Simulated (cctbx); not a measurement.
# A disordered crystal of nominal Li4Fe3Co5S16

Cell a = 6.3810 Å, b = 3.5790 Å, c = 24.0070 Å, α = 90.00°, β = 94.83°, γ = 90.00°; space group P2/m (no. 10); nominal formula Li4Fe3Co5S16.

The data are simulated with cctbx, not measured: Mo Kα, λ = 0.71073 Å, to d = 0.65 Å, 80 % of the full sphere, strongest reflection 70000 counts, noise from counting, a 6 % proportional error and a noise floor of 8 counts (s.d.); no absorption, and some extinction, which the refinements don't model.

With every site full:

```text
Rint 0.047, 2349 unique reflections to 0.65 A
cycle     R1     wR2    GooF  max shift (A)
   1  0.1763  0.4201   4.740   0.00958
   5  0.0325  0.0840   0.948   0.00039
final R1 0.0325 wR2 0.0840 GooF 0.948  parameters 88  data/parameter 26.7
atom        x        y        z      Ueq    occ   su(xyz)  su(Uiso or U11)
Co1    0.24605  0.50000  0.74419   0.0236  1.000  0.00007  0.0003
Co2    0.37841  0.00000  0.62224   0.0231  1.000  0.00008  0.0002
Co3    0.50000  0.50000  0.50000   0.0155  1.000  0.00000  0.0002
Fe2    0.87283  0.00000  0.12792   0.0173  1.000  0.00008  0.0002
Fe3    0.00000  0.50000  0.00000   0.0231  1.000  0.00000  0.0003
S1     0.77086  0.50000  0.44140   0.0215  1.000  0.00012  0.0003
S2     0.89663  0.00000  0.31043   0.0270  1.000  0.00014  0.0004
S3     0.82834  0.00000  0.94089   0.0312  1.000  0.00017  0.0005
S4     0.01882  0.50000  0.19747   0.0379  1.000  0.00018  0.0005
S5     0.36279  0.00000  0.44589   0.0230  1.000  0.00013  0.0004
S6     0.26990  0.50000  0.93430   0.0313  1.000  0.00016  0.0005
S7     0.51798  0.50000  0.68366   0.0474  1.000  0.00022  0.0007
S8     0.40160  0.00000  0.79932   0.0265  1.000  0.00016  0.0005
Li1    0.00000  0.00000  0.50000   0.0505  1.000  0.00000  0.0064
Li2    0.25371  0.00000  0.25462   0.0444  1.000  0.00132  0.0052
Li3    0.50000  0.00000  0.00000   0.0244  1.000  0.00000  0.0034
difference map: max 0.86 min -1.05 rms 0.20
Q1    0.2647  0.0000  0.3324    2    0.90  1.86 A from Li2
Q2    0.1800  0.0000  0.3631    2    0.89  2.12 A from S2
Q3    0.3176  0.0000  0.9329    2    0.82  1.82 A from S6
Q4    0.4393  0.5000  0.0115    2    0.74  1.86 A from Li3
Q5    0.1298  0.5000  0.8371    2    0.71  1.21 A from S4
Q6    0.3184  0.3583  0.4400    4    0.69  1.32 A from S5
```

With the occupancies of the suspect sites free, each still typed as its main element:

```text
Rint 0.047, 2349 unique reflections to 0.65 A
cycle     R1     wR2    GooF  max shift (A)
   1  0.2394  0.4811   5.432   0.00376
   6  0.0324  0.0839   0.947   0.00041
final R1 0.0324 wR2 0.0838 GooF 0.947  parameters 90  data/parameter 26.1
atom        x        y        z      Ueq    occ   su(xyz)  su(Uiso or U11)
Co1    0.24605  0.50000  0.74419   0.0236  1.000  0.00007  0.0003
Co2    0.37841  0.00000  0.62224   0.0230  0.996  0.00008  0.0002
Co3    0.50000  0.50000  0.50000   0.0155  1.000  0.00000  0.0002
Fe2    0.87283  0.00000  0.12792   0.0173  1.000  0.00008  0.0002
Fe3    0.00000  0.50000  0.00000   0.0232  1.002  0.00000  0.0004
S1     0.77086  0.50000  0.44140   0.0215  1.000  0.00012  0.0003
S2     0.89664  0.00000  0.31042   0.0271  1.000  0.00014  0.0004
S3     0.82835  0.00000  0.94089   0.0313  1.000  0.00017  0.0005
S4     0.01882  0.50000  0.19747   0.0379  1.000  0.00018  0.0005
S5     0.36279  0.00000  0.44589   0.0230  1.000  0.00013  0.0004
S6     0.26990  0.50000  0.93430   0.0313  1.000  0.00016  0.0005
S7     0.51797  0.50000  0.68367   0.0474  1.000  0.00022  0.0007
S8     0.40160  0.00000  0.79932   0.0266  1.000  0.00016  0.0005
Li1    0.00000  0.00000  0.50000   0.0508  1.000  0.00000  0.0064
Li2    0.25358  0.00000  0.25462   0.0444  1.000  0.00131  0.0052
Li3    0.50000  0.00000  0.00000   0.0243  1.000  0.00000  0.0034
su of occupancy Co2: 0.002
su of occupancy Fe3: 0.004
difference map: max 0.86 min -1.05 rms 0.20
Q1    0.2646  0.0000  0.3324    2    0.90  1.86 A from Li2
Q2    0.1801  0.0000  0.3631    2    0.89  2.12 A from S2
Q3    0.3176  0.0000  0.9329    2    0.82  1.82 A from S6
Q4    0.4395  0.5000  0.0115    2    0.74  1.86 A from Li3
Q5    0.1298  0.5000  0.8371    2    0.71  1.21 A from S4
Q6    0.3186  0.3584  0.4400    4    0.69  1.32 A from S5
```

**Question.** What is the disorder?

X-rays count electrons. Co2 refines to 0.996(0.002), or 26.9 electrons; the site truly holds 0.95 Co and 0.05 Fe, 26.9 electrons, which is 0.998 of Co; Fe3 refines to 1.002(0.004), or 26.1 electrons; the site truly holds 0.9 Fe and 0.1 Co, 26.1 electrons, which is 1.004 of Fe. All are within 3 s.u. of full, so these data don't show the disorder. Occupancy correlates with U and the scale, and the two elements' form factors differ in shape, so the match is approximate.

Freeing them takes R1 from 0.0325 to 0.0324 and GooF from 0.95 to 0.95.

The model is made up (kin elements in a known structure type, no relaxation), so it says nothing on whether the phase exists.

[Middle refinement cycles are left out of these outputs.]

[Logs are printed without paths, hosts, clocks, repeated set-up lines and the standing remarks that a program may print on its own settings, such as how far it seeks lower states.]
